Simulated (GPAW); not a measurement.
## Ballistic transport through a Ru chain with CO on top of one atom, from relaxation to T(E)

How well does a Ru chain with CO on top of one atom conduct once its atoms have relaxed, and how much do cheaper levels lose?

Program: GPAW 26.7.0. Level of theory: GPAW LCAO, PAW setups; relaxation of the junction within the symmetry of its start, lead ends held, in the first sound run; inputs show where later runs differ. Results are calculated unless marked as measured.

## 1. Starting point

The cell holds 19 atoms: 17 Ru, 1 C and 1 O. Its edges and angles: a = 9.000 Å, b = 9.000 Å, c = 38.250 Å, α = 90.0°, β = 90.0°, γ = 90.0°. Regions: left lead, 8 atoms (8 Ru); channel, 3 atoms (1 Ru, 1 C and 1 O); right lead, 8 atoms (8 Ru). Vacuum lies along a and b. The structure is stacked along c, and the current runs across the ab planes.

## 2. Relaxing the atoms

Transmission follows bond lengths closely, so the atoms between the held lead ends are relaxed first, within whatever symmetry the start has.

run.py reads:

```python
import json
from ase import Atoms
from ase.constraints import FixAtoms
from ase.optimize import BFGS
from gpaw import GPAW, FermiDirac

device = Atoms(
    ['Ru', 'Ru', 'Ru', 'Ru', 'Ru', 'Ru', 'Ru', 'Ru', 'Ru', 'C', 'O', 'Ru', 'Ru', 'Ru', 'Ru', 'Ru', 'Ru', 'Ru', 'Ru'],
    positions=[
        [4.50000, 4.50000, 1.12500],
        [4.50000, 4.50000, 3.37500],
        [4.50000, 4.50000, 5.62500],
        [4.50000, 4.50000, 7.87500],
        [4.50000, 4.50000, 10.12500],
        [4.50000, 4.50000, 12.37500],
        [4.50000, 4.50000, 14.62500],
        [4.50000, 4.50000, 16.87500],
        [4.50000, 4.50000, 19.12500],
        [6.13350, 4.50000, 19.12500],
        [7.29350, 4.50000, 19.12500],
        [4.50000, 4.50000, 21.37500],
        [4.50000, 4.50000, 23.62500],
        [4.50000, 4.50000, 25.87500],
        [4.50000, 4.50000, 28.12500],
        [4.50000, 4.50000, 30.37500],
        [4.50000, 4.50000, 32.62500],
        [4.50000, 4.50000, 34.87500],
        [4.50000, 4.50000, 37.12500]],
    cell=[[9.0, 0.0, 0.0], [0.0, 9.0, 0.0], [0.0, 0.0, 38.25]],
    pbc=True)

device.set_constraint(FixAtoms([0, 1, 2, 3, 4, 5, 6, 12, 13, 14, 15, 16, 17, 18]))
device.calc = GPAW(mode='lcao', basis='dzp', xc='PBE', h=0.18,
                   kpts={'size': (1, 1, 2), 'gamma': True},
                   symmetry={'tolerance': 1e-3, 'extra_ids': [1, 1, 1, 1, 1, 1, 1, 0, 0, 0, 0, 0, 1, 1, 1, 1, 1, 1, 1]},
                   occupations=FermiDirac(0.1), maxiter=250,
                   mixer=dict(beta=0.1, nmaxold=8, weight=100.0),
                   convergence=dict(density=0.0001), txt='relax.txt')
path = []
opt = BFGS(device, maxstep=0.15)
opt.attach(lambda: path.append((device.get_potential_energy(), device.positions.tolist(), device.get_forces().tolist())))
relaxed = bool(opt.run(fmax=0.05, steps=50))
json.dump(dict(relaxed=relaxed, path=path, positions=device.positions.tolist(), moments=device.get_magnetic_moments().tolist(),
               forces=device.get_forces(apply_constraint=False).tolist()), open('result.json', 'w'))
```

Launch:

```bash
OMP_NUM_THREADS=1 OPENBLAS_NUM_THREADS=1 python run.py
```

The log of the run:

```text
Step          Energy          fmax
BFGS:    0      -94.152941        8.614947
BFGS:    1      -94.971404        5.405071
BFGS:    2      -94.870826        6.223582
BFGS:    3      -95.165202        1.872780
BFGS:    4      -95.198736        1.043220
BFGS:    5      -95.213131        0.664950
BFGS:    6      -95.262324        1.089736
BFGS:    7      -95.297606        1.191839
BFGS:    8      -95.447353        2.298623
BFGS:    9      -95.581700        3.579203
BFGS:   10      -95.669409        4.078037
BFGS:   11      -95.715968        3.577270
BFGS:   12      -95.807957        1.279796
BFGS:   13      -95.821382        0.309878
BFGS:   14      -95.823085        0.267365
BFGS:   15      -95.725784        2.155147
[...]
BFGS:   25      -96.032602        0.213388
BFGS:   26      -96.033236        0.150135
BFGS:   27      -96.033918        0.050093
BFGS:   28      -96.033967        0.051264
BFGS:   29      -96.030501        0.215934
BFGS:   30      -96.034051        0.060659
BFGS:   31      -96.034120        0.073349
BFGS:   32      -96.034060        0.033501
```

The job ended after 1.8 h (1 thread of Arm Neoverse V1, shared host; peak memory 2 GiB).

This run has no spin polarisation, although Ru can carry a moment.

Relaxation path (22 of 33):

```tsv
step	energy less that of the first step (eV)	largest force (eV/Å)
1	0.0000	8.6149
3	-0.7399	6.2236
4	-1.0322	1.8728
6	-1.0852	0.6650
7	-1.1528	1.0897
9	-1.3546	2.2986
10	-1.4998	3.5792
12	-1.6366	3.5773
13	-1.7248	1.2798
15	-1.7401	0.2674
16	-1.6242	2.1551
18	-1.7478	0.4409
19	-1.7519	0.4973
21	-1.7881	0.5678
22	-1.8149	1.3679
24	-1.9035	0.7503
25	-1.9376	0.4683
27	-1.9428	0.1501
28	-1.9430	0.0501
30	-1.9366	0.2159
31	-1.9425	0.0607
33	-1.9430	0.0335
```

The atoms that moved most (Å):

```tsv
atom	dx	dy	dz	length
Ru8	0.944	0.000	-0.217	0.968
Ru12	0.944	0.000	0.217	0.968
O11	0.495	0.000	0.000	0.495
C10	0.459	0.000	0.000	0.459
Ru9	0.294	0.000	0.000	0.294
```

The relaxation lowered the energy of the cell by 1.94 eV (energies extrapolated to zero smearing; the optimiser's log prints free energies). The largest force left on a free atom is 0.034 eV/Å.

## 3. GPAW, dzp

The script solves lead and junction separately, takes H and S in the orbital basis, and joins semi-infinite leads through their self-energies; the dzp basis is the working standard.

This step: GPAW LCAO, PAW setups; Landauer transmission from Green's functions with principal layers (ASE), zero bias (GPAW 26.7.0).

run.py reads:

```python
import json
import numpy as np
from ase import Atoms
from ase.transport.calculators import TransportCalculator
from gpaw import GPAW, FermiDirac
from gpaw.lcao.tools import get_lcao_hamiltonian
from scipy.linalg import eigh

# The junction with lead layers at both ends, along the third cell vector
device = Atoms(
    ['Ru', 'Ru', 'Ru', 'Ru', 'Ru', 'Ru', 'Ru', 'Ru', 'Ru', 'C', 'O', 'Ru', 'Ru', 'Ru', 'Ru', 'Ru', 'Ru', 'Ru', 'Ru'],
    positions=[
        [4.50000, 4.50000, 1.12500],
        [4.50000, 4.50000, 3.37500],
        [4.50000, 4.50000, 5.62500],
        [4.50000, 4.50000, 7.87500],
        [4.50000, 4.50000, 10.12500],
        [4.50000, 4.50000, 12.37500],
        [4.50000, 4.50000, 14.62500],
        [5.44360, 4.50000, 16.65839],
        [4.79401, 4.50000, 19.12500],
        [6.59243, 4.50000, 19.12500],
        [7.78810, 4.50000, 19.12500],
        [5.44360, 4.50000, 21.59161],
        [4.50000, 4.50000, 23.62500],
        [4.50000, 4.50000, 25.87500],
        [4.50000, 4.50000, 28.12500],
        [4.50000, 4.50000, 30.37500],
        [4.50000, 4.50000, 32.62500],
        [4.50000, 4.50000, 34.87500],
        [4.50000, 4.50000, 37.12500]],
    cell=[[9.0, 0.0, 0.0], [0.0, 9.0, 0.0], [0.0, 0.0, 38.25]],
    pbc=True)

# One principal layer of the lead: the first 5 atoms of the device
lead = Atoms(
    ['Ru', 'Ru', 'Ru', 'Ru', 'Ru'],
    positions=[
        [4.50000, 4.50000, 1.12500],
        [4.50000, 4.50000, 3.37500],
        [4.50000, 4.50000, 5.62500],
        [4.50000, 4.50000, 7.87500],
        [4.50000, 4.50000, 10.12500]],
    cell=[[9.0, 0.0, 0.0], [0.0, 9.0, 0.0], [0.0, 0.0, 11.25]],
    pbc=True)

settings = dict(mode='lcao', basis='dzp', xc='PBE', h=0.18,
                occupations=FermiDirac(0.1), maxiter=250,
                mixer=dict(beta=0.1, nmaxold=8, weight=100.0),
                convergence=dict(density=0.0001))
energies = np.arange(-2, 2 + 1e-9, 0.025)
eta = 0.0001
n1, n2 = 1, 1
# k and -k transmit alike, so half of the mesh across the current serves
mesh = [(i, j) for i in range(n1) for j in range(n2) if (i, j) <= (-i % n1, -j % n2)]
weights = np.array([1 if (i, j) == (-i % n1, -j % n2) else 2 for i, j in mesh]) / (n1 * n2)

# [... helper functions left out ...]
fermi_lead = ground_state(lead, (1, 1, 10), 'lead.txt')
fermi_device = ground_state(device, (1, 1, 2), 'device.txt')
# [... loop over the mesh left out, but for ...]
        # Shift the lead onto the potential of the device's first layer
        shift = ((H[:, 0, 0] - H0[:, 0, 0]) / S0[0, 0]).real.mean()
# [...]
kT = 8.617333e-5 * 300
bias = [0.1, 0.2, 0.5, 1.0, 1.5, 2.0]
# [... integrals and printing left out ...]
```

The log of the run:

```text
basis functions: device 519, principal layer 145
Fermi level: lead -3.4327 eV, device -3.3418 eV; lead shifted by -0.0032 eV
largest coupling past the next layer 2.00e-05 eV, largest misfit of the first layer 0.042 eV
  E-E_F (eV)   T (one spin)  [channel counts left out]
    -2.000    1.3637e+00
    -1.975    1.3979e+00
    -1.950    1.4306e+00
    -1.925    1.4611e+00
    -1.900    1.4884e+00
    -1.875    1.5116e+00
    -1.850    1.5297e+00
    -1.825    1.5415e+00
    -1.800    1.5454e+00
    -1.775    1.5398e+00
    -1.750    1.5228e+00
    -1.725    1.4925e+00
    -1.700    1.4471e+00
    -1.675    1.3863e+00
    -1.650    1.3135e+00
    -1.625    1.2383e+00
[...]
1.825    1.0205e+00
     1.850    1.0079e+00
     1.875    9.9137e-01
     1.900    9.7017e-01
     1.925    9.4341e-01
     1.950    9.1025e-01
     1.975    8.6984e-01
     2.000    8.2111e-01
conductance at 300 K: 2.934 G0 a cell; thermopower 3.185 uV/K
current from the zero-bias T(E) at 0.1 V: 22.736 uA
current from the zero-bias T(E) at 0.2 V: 45.485 uA
current from the zero-bias T(E) at 0.5 V: 112.51 uA
current from the zero-bias T(E) at 1.0 V: 219.59 uA
current from the zero-bias T(E) at 1.5 V: 310.94 uA
current from the zero-bias T(E) at 2.0 V: 378.89 uA
```

It took 8.2 min on 1 thread; peak memory 2.3 GiB.

Numbers from this step:

| Quantity | Value |
| --- | --- |
| conductance | 2.934 G₀ |
| thermopower | 3.185 μV/K |
| largest coupling past the next principal layer | 2.00e-5 eV |
| largest misfit of the first principal layer | 0.04216 eV |
| shift that aligns the lead | -0.003219 eV |
| basis functions of the junction | 519 |
| basis functions of a principal layer | 145 |
| transmission at the Fermi level (one spin) | 2.933 |

One spin. Table of transmission, zone mean by energy, zero at the Fermi level:

```tsv
energy (eV)	transmission, zone mean
-2.000	1.36
-1.800	1.55
-1.600	1.18
-1.400	1.77
-1.250	2.47
-1.200	1.93
-1.000	1.93
-0.800	2.33
-0.600	3.01
-0.400	3.37
-0.350	3.40
-0.200	3.24
0.000	2.93
0.200	2.62
0.400	2.26
0.450	2.29
0.600	1.86
0.800	1.41
1.000	1.24
1.200	1.16
1.400	1.12
1.600	1.08
1.800	1.03
2.000	0.821
```

Not self-consistent under bias; the bias window is split evenly. The current through one cell, from the zero-bias transmission by bias:

```tsv
bias (V)	current through one cell, from the zero-bias transmission (μA)
0.100	22.7
0.200	45.5
0.500	113
1.000	220
1.500	311
2.000	379
```

Transmission of the three most open eigenchannels against energy, zero at the Fermi level:

```tsv
energy (eV)	channel 1	channel 2	channel 3
-2.000	0.530	0.461	0.373
-1.900	0.642	0.437	0.409
-1.800	0.742	0.443	0.361
-1.700	0.822	0.314	0.311
-1.600	0.882	0.271	0.0250
-1.500	0.927	0.230	0.207
-1.400	0.957	0.626	0.189
-1.300	0.968	0.896	0.144
-1.200	0.924	0.782	0.150
-1.100	0.773	0.772	0.234
-1.000	0.742	0.667	0.341
-0.900	0.721	0.582	0.498
-0.800	0.737	0.715	0.562
-0.700	0.939	0.736	0.630
-0.600	0.997	0.788	0.758
-0.500	0.971	0.872	0.847
-0.400	0.951	0.947	0.870
-0.300	0.993	0.985	0.815
-0.200	0.996	0.988	0.762
-0.100	0.997	0.976	0.711
0.000	0.996	0.981	0.654
0.100	0.995	0.980	0.603
0.200	0.992	0.887	0.596
0.300	0.952	0.592	0.419
0.400	0.998	0.911	0.180
0.500	0.988	0.955	0.174
0.600	0.974	0.680	0.156
0.700	0.962	0.458	0.132
0.800	0.952	0.331	0.109
0.900	0.942	0.261	0.0894
1.000	0.934	0.220	0.0726
1.100	0.928	0.196	0.0585
1.200	0.923	0.183	0.0467
1.300	0.920	0.176	0.0362
1.400	0.916	0.174	0.0266
1.500	0.908	0.175	0.0180
1.600	0.892	0.180	0.00961
1.700	0.859	0.187	0.00378
1.800	0.817	0.193	0.0197
1.900	0.711	0.192	0.0673
2.000	0.515	0.169	0.137
```

Couplings past the next layer reach 2.0e-5 eV, small enough to drop; the matrix elements of the cell's first layer differ from the bulk lead's by up to 0.042 eV. That layer keeps its own values in the calculation, and only beyond it is the lead taken as perfect. The Fermi levels of lead and junction count from different zeros of potential, one for each periodic cell; with both set to zero, the small remaining shift is what aligns them. By hand: G = 2.934 × 77.48 μS = 227 μS, a resistance of 4.40 kΩ; at 0.1 V a linear junction would pass 22.7 μA, and the integral over the bias window gives 22.7 μA. Mott's formula, S = -(π²/3)(k_B²T/e) d ln T/dE, has the prefactor 7.33 μV/K·eV at 300 K; T = 2.963 at -0.025 eV and 2.903 at 0.025 eV give a slope of -0.414 per eV and S = 3.04 μV/K, beside 3.18 μV/K from the thermal integral, which interpolates the same grid.

## 4. Single-zeta polarised basis

The second zeta is dropped, the polarisation orbitals stay.

run.py: that of step 3 with these lines changed.

```diff
@@ -46,3 +46,3 @@
 
-settings = dict(mode='lcao', basis='dzp', xc='PBE', h=0.18,
+settings = dict(mode='lcao', basis='szp(dzp)', xc='PBE', h=0.18,
                 occupations=FermiDirac(0.1), maxiter=250,
```

The log of the run:

```text
basis functions: device 290, principal layer 80
Fermi level: lead -3.4677 eV, device -3.3941 eV; lead shifted by -0.0042 eV
largest coupling past the next layer 2.01e-05 eV, largest misfit of the first layer 0.046 eV
  E-E_F (eV)   T (one spin)  [channel counts left out]
    -2.000    1.2329e+00
    -1.975    1.2527e+00
    -1.950    1.2687e+00
    -1.925    1.2799e+00
    -1.900    1.2847e+00
    -1.875    1.2817e+00
    -1.850    1.2694e+00
    -1.825    1.2463e+00
    -1.800    1.2124e+00
    -1.775    1.1695e+00
    -1.750    1.1241e+00
    -1.725    1.0882e+00
    -1.700    1.0774e+00
    -1.675    1.1046e+00
    -1.650    1.1702e+00
    -1.625    1.2618e+00
[...]
1.825    9.9141e-01
     1.850    9.8077e-01
     1.875    9.6598e-01
     1.900    9.4574e-01
     1.925    9.1846e-01
     1.950    8.8236e-01
     1.975    8.3547e-01
     2.000    7.7575e-01
conductance at 300 K: 2.8573 G0 a cell; thermopower 3.32 uV/K
current from the zero-bias T(E) at 0.1 V: 22.142 uA
current from the zero-bias T(E) at 0.2 V: 44.296 uA
current from the zero-bias T(E) at 0.5 V: 109.22 uA
current from the zero-bias T(E) at 1.0 V: 214.2 uA
current from the zero-bias T(E) at 1.5 V: 301.14 uA
current from the zero-bias T(E) at 2.0 V: 364.48 uA
```

Wall time 4.8 min (1 thread); peak memory 2.2 GiB.

Numbers from this step:

```
conductance                                    : 2.857 G₀
largest coupling past the next principal layer : 2.01e-5 eV
largest misfit of the first principal layer    : 0.04614 eV
shift that aligns the lead                     : -0.004159 eV
basis functions of the junction                : 290
basis functions of a principal layer           : 80
transmission at the Fermi level (one spin)     : 2.856
```

One spin. Table of transmission, zone mean by energy, zero at the Fermi level:

```tsv
energy (eV)	transmission, zone mean
-2.000	1.23
-1.900	1.28
-1.800	1.21
-1.700	1.08
-1.600	1.36
-1.500	1.68
-1.400	1.86
-1.300	1.99
-1.250	2.02
-1.200	1.74
-1.100	1.76
-1.000	1.78
-0.900	1.88
-0.800	2.17
-0.700	2.55
-0.600	2.87
-0.500	3.11
-0.400	3.29
-0.325	3.33
-0.300	3.32
-0.200	3.17
-0.100	2.99
0.000	2.86
0.100	2.74
0.200	2.52
0.300	2.05
0.400	2.28
0.425	2.29
0.500	2.13
0.600	1.75
0.700	1.49
0.800	1.34
0.900	1.24
1.000	1.17
1.100	1.13
1.200	1.09
1.300	1.07
1.400	1.06
1.500	1.04
1.600	1.03
1.700	1.01
1.800	0.999
1.900	0.946
2.000	0.776
```

Not self-consistent under bias; the bias window is split evenly. Table of current through one cell, from the zero-bias transmission by bias:

```tsv
bias (V)	current through one cell, from the zero-bias transmission (μA)
0.100	22.1
0.200	44.3
0.500	109
1.000	214
1.500	301
2.000	364
```

Transmission of the three most open eigenchannels against energy, zero at the Fermi level:

```tsv
energy (eV)	channel 1	channel 2	channel 3
-2.000	0.593	0.367	0.272
-1.800	0.758	0.290	0.165
-1.600	0.871	0.265	0.226
-1.400	0.944	0.748	0.169
-1.200	0.932	0.685	0.119
-1.000	0.708	0.643	0.282
-0.800	0.696	0.667	0.542
-0.600	0.997	0.756	0.714
-0.400	0.942	0.936	0.852
-0.200	0.996	0.987	0.728
0.000	0.997	0.975	0.606
0.200	0.988	0.863	0.537
0.400	0.998	0.950	0.169
0.600	0.961	0.595	0.144
0.800	0.933	0.279	0.0975
1.000	0.912	0.181	0.0623
1.200	0.903	0.146	0.0378
1.400	0.903	0.133	0.0183
1.600	0.897	0.129	0.00229
1.800	0.870	0.123	0.00585
2.000	0.682	0.0634	0.0308
```

The conductance, 2.86 G₀, lies 2.6 % below that of the dzp run.

## 5. GPAW, sz: basis = "sz(dzp)"

The minimal basis is the cheapest rung: no second zeta and no polarisation.

run.py: that of step 4 with these lines changed.

```diff
@@ -46,3 +46,3 @@
 
-settings = dict(mode='lcao', basis='szp(dzp)', xc='PBE', h=0.18,
+settings = dict(mode='lcao', basis='sz(dzp)', xc='PBE', h=0.18,
                 occupations=FermiDirac(0.1), maxiter=250,
```

The log of the run:

```text
basis functions: device 229, principal layer 65
Fermi level: lead -3.5088 eV, device -3.4373 eV; lead shifted by -0.0067 eV
largest coupling past the next layer 2.00e-05 eV, largest misfit of the first layer 0.051 eV
  E-E_F (eV)   T (one spin)  [channel counts left out]
    -2.000    1.2967e+00
    -1.975    1.3138e+00
    -1.950    1.3260e+00
[...]
1.975    9.3330e-01
     2.000    8.8679e-01
conductance at 300 K: 2.8654 G0 a cell; thermopower 3.123 uV/K
current from the zero-bias T(E) at 0.1 V: 22.205 uA
current from the zero-bias T(E) at 0.2 V: 44.42 uA
current from the zero-bias T(E) at 0.5 V: 109.42 uA
current from the zero-bias T(E) at 1.0 V: 214.34 uA
current from the zero-bias T(E) at 1.5 V: 302.46 uA
current from the zero-bias T(E) at 2.0 V: 366.68 uA
```

Run time: 3.5 min. Hardware: 1 thread; peak memory 2 GiB.

Numbers from this step:

- conductance: 2.865 G₀
- largest coupling past the next principal layer: 2.00e-5 eV
- largest misfit of the first principal layer: 0.05066 eV
- shift that aligns the lead: -0.006719 eV
- basis functions of the junction: 229
- basis functions of a principal layer: 65
- transmission at the Fermi level (one spin): 2.864

The conductance, 2.87 G₀, lies 2.3 % below that of the dzp run.

## 6. LDA in the dzp basis: xc = "LDA"

Back in the dzp basis, the functional changes from PBE to LDA, to set the spread between functionals beside that between bases.

run.py: that of step 5 with these lines changed.

```diff
@@ -46,3 +46,3 @@
 
-settings = dict(mode='lcao', basis='sz(dzp)', xc='PBE', h=0.18,
+settings = dict(mode='lcao', basis='dzp', xc='LDA', h=0.18,
                 occupations=FermiDirac(0.1), maxiter=250,
```

The log of the run:

```text
basis functions: device 519, principal layer 145
Fermi level: lead -3.7367 eV, device -3.6444 eV; lead shifted by -0.0019 eV
largest coupling past the next layer 2.03e-05 eV, largest misfit of the first layer 0.046 eV
  E-E_F (eV)   T (one spin)  [channel counts left out]
    -2.000    1.3967e+00
    -1.975    1.4328e+00
    -1.950    1.4675e+00
[...]
1.975    9.1388e-01
     2.000    8.7457e-01
conductance at 300 K: 2.9888 G0 a cell; thermopower 3.064 uV/K
current from the zero-bias T(E) at 0.1 V: 23.159 uA
current from the zero-bias T(E) at 0.2 V: 46.322 uA
current from the zero-bias T(E) at 0.5 V: 114.58 uA
current from the zero-bias T(E) at 1.0 V: 221.84 uA
current from the zero-bias T(E) at 1.5 V: 313.9 uA
current from the zero-bias T(E) at 2.0 V: 382.56 uA
```

The job ended after 6.9 min (1 thread; peak memory 2.3 GiB).

Numbers from this step:

```yaml
conductance: 2.989 G₀
thermopower: 3.064 μV/K
largest_coupling_past_the_next_principal_layer: 2.03e-5 eV
largest_misfit_of_the_first_principal_layer: 0.04590 eV
shift_that_aligns_the_lead: -0.001949 eV
basis_functions_of_the_junction: 519
basis_functions_of_a_principal_layer: 145
transmission_at_the_fermi_level_one_spin: 2.988
```

The conductance, 2.99 G₀, lies 1.9 % above that of the dzp run.

[end of part 1 of 2]

[Logs are printed without paths, hosts, clocks, repeated set-up lines and the standing remarks that a program may print on its own settings, such as how far it seeks lower states.]

[Hosts, paths, dates, database ids (printed as entryN), source tags and the programs' standing remarks are cut or masked in the printed files.]
